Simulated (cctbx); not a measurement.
**Diagnosing a refinement**

Cell a = 4.0080 Å, b = 4.0080 Å, c = 4.0080 Å, α = 90.00°, β = 90.00°, γ = 90.00°; space group Pm-3m (no. 221).

Simulated single-crystal data (cctbx): Ag Kα, λ = 0.56087 Å, to d = 0.77 Å, 70 % of the full sphere, strongest reflection 40000 counts, noise from counting, a 2 % proportional error and a noise floor of 2 counts (s.d.); no absorption.

An anisotropic refinement with weights 1/σ² prints:

```text
Rint 0.017, 30 unique reflections to 0.77 A
cycle     R1     wR2    GooF  max shift (A)
   1  0.0070  0.0250   2.253   0.00000
   2  0.0033  0.0104   0.942   0.00000
final R1 0.0033 wR2 0.0104 GooF 0.942  parameters 3  data/parameter 10.0
atom        x        y        z      Ueq    occ   su(xyz)  su(Uiso or U11)
Tl1    0.00000  0.00000  0.00000   0.0053  1.000  0.00000  0.0001
Ir1    0.50000  0.00000  0.50000   0.0047  1.000  0.00000  0.0001
difference map: max 0.94 min -0.38 rms 0.11
Q1    0.5000  0.5000  0.5000    1    0.94  2.00 A from Ir1
Q2    0.3862  0.3862  0.3862    8    0.46  1.68 A from Ir1
Q3    0.1720  0.5000  0.5000    6    0.34  0.69 A from Ir1
Q4    0.0000  0.0000  0.1344    6    0.29  0.54 A from Tl1
Q5    0.1138  0.1138  0.5000   12    0.18  1.61 A from Ir1
Q6    0.0000  0.0000  0.3583    6    0.17  1.44 A from Tl1
```

Q: Accept it or mend it, and why?

Mend it. The fault: an atom left out, H at (1/2, 1/2, 1/2). Against the right model at the same level, R1 goes from 0.0022 to 0.0033 and GooF from 0.66 to 0.94. Q1 is the missing atom. With scattering power missing, scale and phases suffer, so peaks may also grow on the heavy atoms.

The compound is TlHIr3. The right model at the same level gives:

```text
Rint 0.017, 30 unique reflections to 0.77 A
cycle     R1     wR2    GooF  max shift (A)
   1  0.0063  0.0238   2.190   0.00000
   2  0.0022  0.0072   0.664   0.00000
final R1 0.0022 wR2 0.0072 GooF 0.663  parameters 4  data/parameter 7.5
atom        x        y        z      Ueq    occ   su(xyz)  su(Uiso or U11)
Tl1    0.00000  0.00000  0.00000   0.0053  1.000  0.00000  0.0001
Ir1    0.50000  0.00000  0.50000   0.0047  1.000  0.00000  0.0001
H1     0.50000  0.50000  0.50000   0.0315  1.000  0.00000  0.0357
difference map: max 0.39 min -0.41 rms 0.09
Q1    0.3708  0.3708  0.3708    8    0.39  0.90 A from H1
Q2    0.1731  0.5000  0.5000    6    0.33  0.69 A from Ir1
Q3    0.0000  0.0000  0.1451    6    0.29  0.58 A from Tl1
Q4    0.0000  0.0000  0.3579    6    0.20  1.43 A from Tl1
Q5    0.1159  0.1159  0.5000   12    0.19  1.61 A from Ir1
Q6    0.0000  0.3162  0.5000   12    0.18  0.74 A from Ir1
```

The model was made for the exercise: a known structure type with other elements put in, its volume estimated, not relaxed; displacement parameters are assumed.

[Middle refinement cycles are left out of these outputs.]

[Logs are printed without paths, hosts, clocks, repeated set-up lines and the standing remarks that a program may print on its own settings, such as how far it seeks lower states.]
